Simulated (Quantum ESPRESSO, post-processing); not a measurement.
# Re(0001), 4 layers: vacuum convergence, part 2 of 2

Which setting serves for Re(0001), 4 layers? The runs below step through one kind of setting.

Quantum ESPRESSO 7.5; plane-wave DFT, PBE, SSSP efficiency pseudopotentials.

So far. Step 3 (Potential by pp.x): Inside the slab this potential holds the local part of the pseudopotentials, which can be repulsive at the nuclei; only its value in the vacuum has a meaning of its own. Step 5 (Electrostatic potential): Counted from each run's own zero (the Fermi level), the vacuum level differs from the first run's by +0 meV.

**6. SCF with pw.x: 14 Å of vacuum**

File c4.in:

```
&control
  prefix = 'c4'
  outdir = './out'
  pseudo_dir = './pseudo'
  calculation = 'scf'
  tprnfor = .true.
/
&system
  ibrav = 0
  nat = 4
  ntyp = 1
  ecutwfc = 45
  ecutrho = 360
  occupations = 'smearing'
  smearing = 'mv'
  degauss = 0.02
/
&electrons
  conv_thr = 1e-07
  mixing_beta = 0.4
  electron_maxstep = 120
  mixing_mode = 'local-TF'
/
ATOMIC_SPECIES
  Re  186.2070  Re_pbe_v1.2.uspp.F.UPF
CELL_PARAMETERS angstrom
  2.76000000000000 0.00000000000000 0.00000000000000
  1.38000000000000 2.39023011444505 0.00000000000000
  0.00000000000000 0.00000000000000 20.68610000000000
ATOMIC_POSITIONS crystal
  Re  0.666666666700 0.666666666700 0.338391480269
  Re  0.000000000000 0.000000000000 0.446130493423
  Re  0.666666666700 0.666666666700 0.553869506577
  Re  0.000000000000 0.000000000000 0.661608519731
K_POINTS automatic
  12 12 1 0 0 0
```

The run is started by

```sh
$ OMP_NUM_THREADS=1 mpirun -n 4 pw.x -nk 4 -in c4.in > c4.out
```

What it wrote:

```text
[banner, memory and clock lines left out]
Program PWSCF v.7.5 starts
[...]
Message from routine setup:
[...]
number of electrons       =        60.00
     number of Kohn-Sham states=           36
     kinetic-energy cutoff     =      45.0000  Ry
     charge density cutoff     =     360.0000  Ry
[...]
number of k points=    19  Marzari-Vanderbilt smearing, width (Ry)=  0.0200
[...]
Dense  grid:   106329 G-vectors     FFT dimensions: (  36,  36, 240)
[...]
negative rho (up, down):  5.274E-01 0.000E+00
     Starting wfcs are   52 randomized atomic wfcs
[...]
negative rho (up, down):  5.295E-01 0.000E+00
[...]
estimated scf accuracy    <       0.82676178 Ry
[...]
negative rho (up, down):  5.407E-01 0.000E+00
[...]
estimated scf accuracy    <       0.44016088 Ry
[...]
negative rho (up, down):  5.396E-01 0.000E+00
[...]
estimated scf accuracy    <       0.04167187 Ry
[...]
negative rho (up, down):  5.418E-01 0.000E+00
[...]
estimated scf accuracy    <       0.03389743 Ry
[...]
negative rho (up, down):  5.407E-01 0.000E+00
[...]
estimated scf accuracy    <       0.00089233 Ry
[...]
negative rho (up, down):  5.406E-01 0.000E+00
[...]
estimated scf accuracy    <       0.00024451 Ry
[...]
negative rho (up, down):  5.394E-01 0.000E+00
[...]
estimated scf accuracy    <       0.00017388 Ry
[...]
negative rho (up, down):  5.388E-01 0.000E+00
[...]
estimated scf accuracy    <       0.00001005 Ry
[...]
negative rho (up, down):  5.389E-01 0.000E+00
[...]
estimated scf accuracy    <       0.00000878 Ry
[...]
negative rho (up, down):  5.388E-01 0.000E+00
[...]
estimated scf accuracy    <       0.00000090 Ry
[...]
negative rho (up, down):  5.388E-01 0.000E+00
[...]
the Fermi energy is     7.7154 ev
!    total energy              =    -762.45930172 Ry
     estimated scf accuracy    <       0.00000009 Ry
     smearing contrib. (-TS)   =       0.00178150 Ry
     internal energy E=F+TS    =    -762.46108322 Ry
[...]
one-electron contribution =   -4235.52789343 Ry
     hartree contribution      =    2122.37591691 Ry
     xc contribution           =    -210.04215561 Ry
     ewald contribution        =    1560.73304891 Ry
     convergence has been achieved in  11 iterations
     negative rho (up, down):  5.388E-01 0.000E+00
[...]
Total force =     0.098085     Total SCF correction =     0.002430
[...]
```

It took 27 s on 4 MPI ranks of Arm Neoverse V2, shared host; peak memory 1.3 GiB; 1.8 min of CPU time.

Numbers from this step:

| Quantity | Value |
| --- | --- |
| Fermi energy | 7.715 eV |

The program's own clock; routines nest. Time by routine:

| routine | wall time (s) | calls |
| --- | --- | --- |
| PWSCF | 26.71 | 1 |
| electrons | 24.71 | 1 |
| c_bands | 13.92 | 11 |
| cegterg | 12.49 | 55 |
| h_psi | 9.21 | 241 |
| fftw | 7.51 | 12784 |
| vloc_psi | 6.95 | 241 |
| sum_band | 4.77 | 11 |
| newd | 2.96 | 12 |
| mix_rho | 2.18 | 11 |
| calbec | 1.64 | 316 |
| ffts | 1.34 | 1241 |
| init_run | 1.29 | 1 |
| v_of_rho | 1.13 | 12 |

**7. Electrostatic potential**

File c4.pot.in:

```
&inputpp
  prefix = 'c4'
  outdir = './out'
  filplot = 'c4.pot.dat'
  plot_num = 11
/
```

The run is started by

```sh
$ OMP_NUM_THREADS=1 mpirun -n 4 pp.x -in c4.pot.in > c4.pot.out
```

It took 1.1 s on 4 MPI ranks; peak memory 0.27 GiB.

Numbers from this step:

* potential in the middle of the vacuum, over the Fermi level: 5.098 eV

Counted from each run's own zero (the Fermi level), the vacuum level differs from the first run's by -1 meV.

**8. SCF with pw.x: 12 Å of vacuum**

File c6.in:

```
&control
  prefix = 'c6'
  outdir = './out'
  pseudo_dir = './pseudo'
  calculation = 'scf'
  tprnfor = .true.
/
&system
  ibrav = 0
  nat = 4
  ntyp = 1
  ecutwfc = 45
  ecutrho = 360
  occupations = 'smearing'
  smearing = 'mv'
  degauss = 0.02
/
&electrons
  conv_thr = 1e-07
  mixing_beta = 0.4
  electron_maxstep = 120
  mixing_mode = 'local-TF'
/
ATOMIC_SPECIES
  Re  186.2070  Re_pbe_v1.2.uspp.F.UPF
CELL_PARAMETERS angstrom
  2.76000000000000 0.00000000000000 0.00000000000000
  1.38000000000000 2.39023011444505 0.00000000000000
  0.00000000000000 0.00000000000000 18.68610000000000
ATOMIC_POSITIONS crystal
  Re  0.666666666700 0.666666666700 0.321094289338
  Re  0.000000000000 0.000000000000 0.440364763113
  Re  0.666666666700 0.666666666700 0.559635236887
  Re  0.000000000000 0.000000000000 0.678905710662
K_POINTS automatic
  12 12 1 0 0 0
```

The run is started by

```sh
$ OMP_NUM_THREADS=1 mpirun -n 4 pw.x -nk 4 -in c6.in > c6.out
```

What it wrote:

```text
[banner, memory and clock lines left out]
Program PWSCF v.7.5 starts
[...]
Message from routine setup:
[...]
number of electrons       =        60.00
     number of Kohn-Sham states=           36
     kinetic-energy cutoff     =      45.0000  Ry
     charge density cutoff     =     360.0000  Ry
[...]
number of k points=    19  Marzari-Vanderbilt smearing, width (Ry)=  0.0200
[...]
Dense  grid:    96045 G-vectors     FFT dimensions: (  36,  36, 216)
[...]
negative rho (up, down):  5.293E-01 0.000E+00
     Starting wfcs are   52 randomized atomic wfcs
[...]
negative rho (up, down):  5.320E-01 0.000E+00
[...]
estimated scf accuracy    <       0.83097490 Ry
[...]
negative rho (up, down):  5.438E-01 0.000E+00
[...]
estimated scf accuracy    <       0.43971147 Ry
[...]
negative rho (up, down):  5.419E-01 0.000E+00
[...]
estimated scf accuracy    <       0.04062279 Ry
[...]
negative rho (up, down):  5.441E-01 0.000E+00
[...]
estimated scf accuracy    <       0.03297084 Ry
[...]
negative rho (up, down):  5.426E-01 0.000E+00
[...]
estimated scf accuracy    <       0.00087367 Ry
[...]
negative rho (up, down):  5.427E-01 0.000E+00
[...]
estimated scf accuracy    <       0.00029042 Ry
[...]
negative rho (up, down):  5.418E-01 0.000E+00
[...]
estimated scf accuracy    <       0.00017461 Ry
[...]
negative rho (up, down):  5.416E-01 0.000E+00
[...]
estimated scf accuracy    <       0.00001639 Ry
[...]
negative rho (up, down):  5.417E-01 0.000E+00
[...]
estimated scf accuracy    <       0.00000979 Ry
[...]
negative rho (up, down):  5.417E-01 0.000E+00
[...]
estimated scf accuracy    <       0.00000192 Ry
[...]
negative rho (up, down):  5.417E-01 0.000E+00
[...]
estimated scf accuracy    <       0.00000073 Ry
[...]
negative rho (up, down):  5.417E-01 0.000E+00
[...]
estimated scf accuracy    <       0.00000042 Ry
[...]
negative rho (up, down):  5.417E-01 0.000E+00
[...]
the Fermi energy is     9.0886 ev
!    total energy              =    -762.45930195 Ry
     estimated scf accuracy    <       0.00000004 Ry
     smearing contrib. (-TS)   =       0.00178043 Ry
     internal energy E=F+TS    =    -762.46108238 Ry
[...]
one-electron contribution =   -3265.10348467 Ry
     hartree contribution      =    1640.17782541 Ry
     xc contribution           =    -210.04255000 Ry
     ewald contribution        =    1072.50712688 Ry
     convergence has been achieved in  13 iterations
     negative rho (up, down):  5.417E-01 0.000E+00
[...]
Total force =     0.097710     Total SCF correction =     0.001754
[...]
```

It took 28 s on 4 MPI ranks; peak memory 1.1 GiB.

Read from the output:

```
Fermi energy : 9.089 eV
```

The program's own clock; routines nest. Time by routine:

| routine | wall time (s) | calls |
| --- | --- | --- |
| PWSCF | 27.37 | 1 |
| electrons | 25.51 | 1 |
| c_bands | 13.98 | 13 |
| cegterg | 12.52 | 65 |
| h_psi | 9.09 | 287 |
| fftw | 7.35 | 14422 |
| vloc_psi | 6.79 | 287 |
| sum_band | 5.02 | 13 |
| newd | 3.12 | 14 |
| mix_rho | 2.36 | 13 |
| calbec | 1.67 | 372 |
| ffts | 1.45 | 1483 |
| v_of_rho | 1.24 | 14 |
| init_run | 1.18 | 1 |

**9. Potential by pp.x**

File c6.pot.in:

```
&inputpp
  prefix = 'c6'
  outdir = './out'
  filplot = 'c6.pot.dat'
  plot_num = 11
/
```

The run is started by

```sh
$ OMP_NUM_THREADS=1 mpirun -n 4 pp.x -in c6.pot.in > c6.pot.out
```

Run time: 1.1 s. Hardware: 4 MPI ranks; peak memory 0.25 GiB; 4 s of CPU time.

Numbers from this step:

* potential in the middle of the vacuum, over the Fermi level: 5.101 eV

Counted from each run's own zero (the Fermi level), the vacuum level differs from the first run's by +2 meV.

**10. SCF with pw.x: 10 Å of vacuum**

File c8.in:

```
&control
  prefix = 'c8'
  outdir = './out'
  pseudo_dir = './pseudo'
  calculation = 'scf'
  tprnfor = .true.
/
&system
  ibrav = 0
  nat = 4
  ntyp = 1
  ecutwfc = 45
  ecutrho = 360
  occupations = 'smearing'
  smearing = 'mv'
  degauss = 0.02
/
&electrons
  conv_thr = 1e-07
  mixing_beta = 0.4
  electron_maxstep = 120
  mixing_mode = 'local-TF'
/
ATOMIC_SPECIES
  Re  186.2070  Re_pbe_v1.2.uspp.F.UPF
CELL_PARAMETERS angstrom
  2.76000000000000 0.00000000000000 0.00000000000000
  1.38000000000000 2.39023011444505 0.00000000000000
  0.00000000000000 0.00000000000000 16.68610000000000
ATOMIC_POSITIONS crystal
  Re  0.666666666700 0.666666666700 0.299650607392
  Re  0.000000000000 0.000000000000 0.433216869131
  Re  0.666666666700 0.666666666700 0.566783130869
  Re  0.000000000000 0.000000000000 0.700349392608
K_POINTS automatic
  12 12 1 0 0 0
```

The run is started by

```sh
$ OMP_NUM_THREADS=1 mpirun -n 4 pw.x -nk 4 -in c8.in > c8.out
```

What it wrote:

```text
[banner, memory and clock lines left out]
Program PWSCF v.7.5 starts
[...]
Message from routine setup:
[...]
number of electrons       =        60.00
     number of Kohn-Sham states=           36
     kinetic-energy cutoff     =      45.0000  Ry
     charge density cutoff     =     360.0000  Ry
[...]
number of k points=    19  Marzari-Vanderbilt smearing, width (Ry)=  0.0200
[...]
Dense  grid:    85811 G-vectors     FFT dimensions: (  36,  36, 192)
[...]
negative rho (up, down):  5.316E-01 0.000E+00
     Starting wfcs are   52 randomized atomic wfcs
[...]
negative rho (up, down):  5.344E-01 0.000E+00
[...]
estimated scf accuracy    <       0.83519932 Ry
[...]
negative rho (up, down):  5.452E-01 0.000E+00
[...]
estimated scf accuracy    <       0.43849286 Ry
[...]
negative rho (up, down):  5.430E-01 0.000E+00
[...]
estimated scf accuracy    <       0.03908945 Ry
[...]
negative rho (up, down):  5.448E-01 0.000E+00
[...]
estimated scf accuracy    <       0.03071597 Ry
[...]
negative rho (up, down):  5.439E-01 0.000E+00
[...]
estimated scf accuracy    <       0.00080985 Ry
[...]
negative rho (up, down):  5.442E-01 0.000E+00
[...]
estimated scf accuracy    <       0.00040697 Ry
[...]
negative rho (up, down):  5.438E-01 0.000E+00
[...]
estimated scf accuracy    <       0.00020269 Ry
[...]
negative rho (up, down):  5.437E-01 0.000E+00
[...]
estimated scf accuracy    <       0.00003826 Ry
[...]
negative rho (up, down):  5.438E-01 0.000E+00
[...]
estimated scf accuracy    <       0.00002224 Ry
[...]
negative rho (up, down):  5.438E-01 0.000E+00
[...]
estimated scf accuracy    <       0.00000529 Ry
[...]
negative rho (up, down):  5.438E-01 0.000E+00
[...]
estimated scf accuracy    <       0.00000040 Ry
[...]
negative rho (up, down):  5.438E-01 0.000E+00
[...]
estimated scf accuracy    <       0.00000025 Ry
[...]
negative rho (up, down):  5.438E-01 0.000E+00
[...]
the Fermi energy is    10.7890 ev
!    total energy              =    -762.45930084 Ry
     estimated scf accuracy    <       0.00000002 Ry
     smearing contrib. (-TS)   =       0.00177914 Ry
     internal energy E=F+TS    =    -762.46107997 Ry
[...]
one-electron contribution =   -2352.05055819 Ry
     hartree contribution      =    1187.40469385 Ry
     xc contribution           =    -210.04217228 Ry
     ewald contribution        =     612.22695665 Ry
     convergence has been achieved in  13 iterations
     negative rho (up, down):  5.438E-01 0.000E+00
[...]
Total force =     0.097735     Total SCF correction =     0.000705
[...]
```

It took 25 s on 4 MPI ranks; peak memory 0.68 GiB; 1.7 min of CPU time.

Read from the output:

- Fermi energy: 10.79 eV

The program's own clock; routines nest. Time by routine:

| routine | wall time (s) | calls |
| --- | --- | --- |
| PWSCF | 24.65 | 1 |
| electrons | 22.95 | 1 |
| c_bands | 12.65 | 13 |
| cegterg | 11.41 | 65 |
| h_psi | 8.23 | 294 |
| fftw | 6.66 | 14614 |
| vloc_psi | 6.15 | 294 |
| sum_band | 4.49 | 13 |
| newd | 2.84 | 14 |
| mix_rho | 2.09 | 13 |
| calbec | 1.51 | 379 |
| ffts | 1.3 | 1491 |
| init_run | 1.08 | 1 |
| v_of_rho | 1.08 | 14 |

**11. Electrostatic potential**

File c8.pot.in:

```
&inputpp
  prefix = 'c8'
  outdir = './out'
  filplot = 'c8.pot.dat'
  plot_num = 11
/
```

The run is started by

```sh
$ OMP_NUM_THREADS=1 mpirun -n 4 pp.x -in c8.pot.in > c8.pot.out
```

It took 1 s on 4 MPI ranks; peak memory 0.22 GiB.

This step gave:

| Item | Value |
| --- | --- |
| potential in the middle of the vacuum, over the Fermi level | 5.099 eV |

Counted from each run's own zero (the Fermi level), the vacuum level differs from the first run's by +0 meV.

**12. SCF with pw.x: 8 Å of vacuum**

File c10.in:

```
&control
  prefix = 'c10'
  outdir = './out'
  pseudo_dir = './pseudo'
  calculation = 'scf'
  tprnfor = .true.
/
&system
  ibrav = 0
  nat = 4
  ntyp = 1
  ecutwfc = 45
  ecutrho = 360
  occupations = 'smearing'
  smearing = 'mv'
  degauss = 0.02
/
&electrons
  conv_thr = 1e-07
  mixing_beta = 0.4
  electron_maxstep = 120
  mixing_mode = 'local-TF'
/
ATOMIC_SPECIES
  Re  186.2070  Re_pbe_v1.2.uspp.F.UPF
CELL_PARAMETERS angstrom
  2.76000000000000 0.00000000000000 0.00000000000000
  1.38000000000000 2.39023011444505 0.00000000000000
  0.00000000000000 0.00000000000000 14.68610000000000
ATOMIC_POSITIONS crystal
  Re  0.666666666700 0.666666666700 0.272366387264
  Re  0.000000000000 0.000000000000 0.424122129088
  Re  0.666666666700 0.666666666700 0.575877870912
  Re  0.000000000000 0.000000000000 0.727633612736
K_POINTS automatic
  12 12 1 0 0 0
```

The run is started by

```sh
$ OMP_NUM_THREADS=1 mpirun -n 4 pw.x -nk 4 -in c10.in > c10.out
```

What it wrote:

```text
[banner, memory and clock lines left out]
Program PWSCF v.7.5 starts
[...]
Message from routine setup:
[...]
number of electrons       =        60.00
     number of Kohn-Sham states=           36
     kinetic-energy cutoff     =      45.0000  Ry
     charge density cutoff     =     360.0000  Ry
[...]
number of k points=    19  Marzari-Vanderbilt smearing, width (Ry)=  0.0200
[...]
Dense  grid:    75455 G-vectors     FFT dimensions: (  36,  36, 180)
[...]
negative rho (up, down):  5.289E-01 0.000E+00
     Starting wfcs are   52 randomized atomic wfcs
[...]
negative rho (up, down):  5.295E-01 0.000E+00
[...]
estimated scf accuracy    <       0.83970325 Ry
[...]
negative rho (up, down):  5.370E-01 0.000E+00
[...]
estimated scf accuracy    <       0.43883241 Ry
[...]
negative rho (up, down):  5.377E-01 0.000E+00
[...]
estimated scf accuracy    <       0.03761157 Ry
[...]
negative rho (up, down):  5.396E-01 0.000E+00
[...]
estimated scf accuracy    <       0.02990445 Ry
[...]
negative rho (up, down):  5.408E-01 0.000E+00
[...]
estimated scf accuracy    <       0.00085648 Ry
[...]
negative rho (up, down):  5.409E-01 0.000E+00
[...]
estimated scf accuracy    <       0.00044157 Ry
[...]
negative rho (up, down):  5.403E-01 0.000E+00
[...]
estimated scf accuracy    <       0.00021348 Ry
[...]
negative rho (up, down):  5.403E-01 0.000E+00
[...]
estimated scf accuracy    <       0.00007827 Ry
[...]
negative rho (up, down):  5.404E-01 0.000E+00
[...]
estimated scf accuracy    <       0.00003737 Ry
[...]
negative rho (up, down):  5.405E-01 0.000E+00
[...]
estimated scf accuracy    <       0.00000210 Ry
[...]
negative rho (up, down):  5.405E-01 0.000E+00
[...]
estimated scf accuracy    <       0.00000076 Ry
[...]
negative rho (up, down):  5.405E-01 0.000E+00
[...]
estimated scf accuracy    <       0.00000025 Ry
[...]
negative rho (up, down):  5.405E-01 0.000E+00
[...]
the Fermi energy is    12.9484 ev
!    total energy              =    -762.45931966 Ry
     estimated scf accuracy    <          3.1E-09 Ry
     smearing contrib. (-TS)   =       0.00176297 Ry
     internal energy E=F+TS    =    -762.46108263 Ry
[...]
one-electron contribution =   -1519.74251707 Ry
     hartree contribution      =     776.01363486 Ry
     xc contribution           =    -210.04196363 Ry
     ewald contribution        =     191.30976321 Ry
     convergence has been achieved in  13 iterations
     negative rho (up, down):  5.405E-01 0.000E+00
[...]
Total force =     0.097264     Total SCF correction =     0.000324
[...]
```

The job ended after 21 s (4 MPI ranks; peak memory 0.96 GiB; 85 s of CPU time).

Numbers from this step:

* free energy: -10373.7875 eV
* Fermi energy: 12.95 eV

The program's own clock; routines nest. Time by routine:

| routine | wall time (s) | calls |
| --- | --- | --- |
| PWSCF | 20.69 | 1 |
| electrons | 19.14 | 1 |
| c_bands | 10.87 | 13 |
| cegterg | 9.81 | 65 |
| h_psi | 6.99 | 277 |
| fftw | 5.57 | 14738 |
| vloc_psi | 5.15 | 277 |
| sum_band | 3.98 | 13 |
| newd | 2.5 | 14 |
| calbec | 1.33 | 362 |
| v_of_rho | 1.03 | 14 |
| init_run | 0.99 | 1 |
| mix_rho | 0.95 | 13 |
| add_vuspsi | 0.92 | 277 |

**13. Electrostatic potential**

File c10.pot.in:

```
&inputpp
  prefix = 'c10'
  outdir = './out'
  filplot = 'c10.pot.dat'
  plot_num = 11
/
```

The run is started by

```sh
$ OMP_NUM_THREADS=1 mpirun -n 4 pp.x -in c10.pot.in > c10.pot.out
```

Wall time 0.99 s (4 MPI ranks); peak memory 0.2 GiB.

Read from the output:

| Item | Value |
| --- | --- |
| potential in the middle of the vacuum, over the Fermi level | 5.105 eV |

Counted from each run's own zero (the Fermi level), the vacuum level differs from the first run's by +6 meV.

**14. The series side by side**

All levels:

| level | vacuum level over the Fermi level (eV) | its change from the first (meV) | energy from the first (meV an atom) | SCF iterations | wall time (s) | peak memory (GiB) | CPU time (s) |
| --- | --- | --- | --- | --- | --- | --- | --- |
| 24 Å of vacuum | 5.099 | 0 | 0 | 16 | 54.9 | 1.85 | 219.3 |
| 18 Å of vacuum | 5.1 | 0.4784 | 0.005306 | 15 | 41.57 | 1.55 | 165.9 |
| 14 Å of vacuum | 5.098 | -0.6926 | 0.001497 | 11 | 27.22 | 1.33 | 108.6 |
| 12 Å of vacuum | 5.101 | 2.275 | 7.14e-4 | 13 | 27.88 | 1.11 | 111.2 |
| 10 Å of vacuum | 5.099 | 0.07405 | 0.00449 | 13 | 25.16 | 0.68 | 100.3 |
| 8 Å of vacuum | 5.105 | 5.82 | -0.05952 | 13 | 21.2 | 0.96 | 84.51 |

**15. Summary of results**

```json
{
 "vacuum level over the Fermi level, 24 Å of vacuum": "5.099 eV",
 "cheapest step of the main series that, with all steps before it, keeps the vacuum level within 20 meV of the first": "8 Å of vacuum: +6 meV, 85 s of CPU time against 3.7 min",
 "setting with the largest shift of the level": "8 Å of vacuum: +6 meV"
}
```

What this shows: The cheapest step of the main series that, with all steps before it, keeps the vacuum level within 20 meV of the first is 8 Å of vacuum: +6 meV, 85 s of CPU time against 3.7 min. Over the series the energy moves by up to 0.0595 meV an atom and the vacuum level by up to 6 meV. The level is read in the middle of the vacuum, where a short gap still holds the tails of both faces. The times come from a shared host and are rough. Peak memory is sampled during the run and can miss the peak. The geometry is as built, not relaxed.

[Logs are printed without paths, hosts, clocks, repeated set-up lines and the standing remarks that a program may print on its own settings, such as how far it seeks lower states.]

[Hosts, paths, dates, database ids (printed as entryN), source tags and the programs' standing remarks are cut or masked in the printed files.]

[Maps of the electrostatic potential energy from Ansatz leave out the sawtooth potential of an applied field or a dipole correction, so their vacuum need not be flat; planar profiles and work functions include it.]
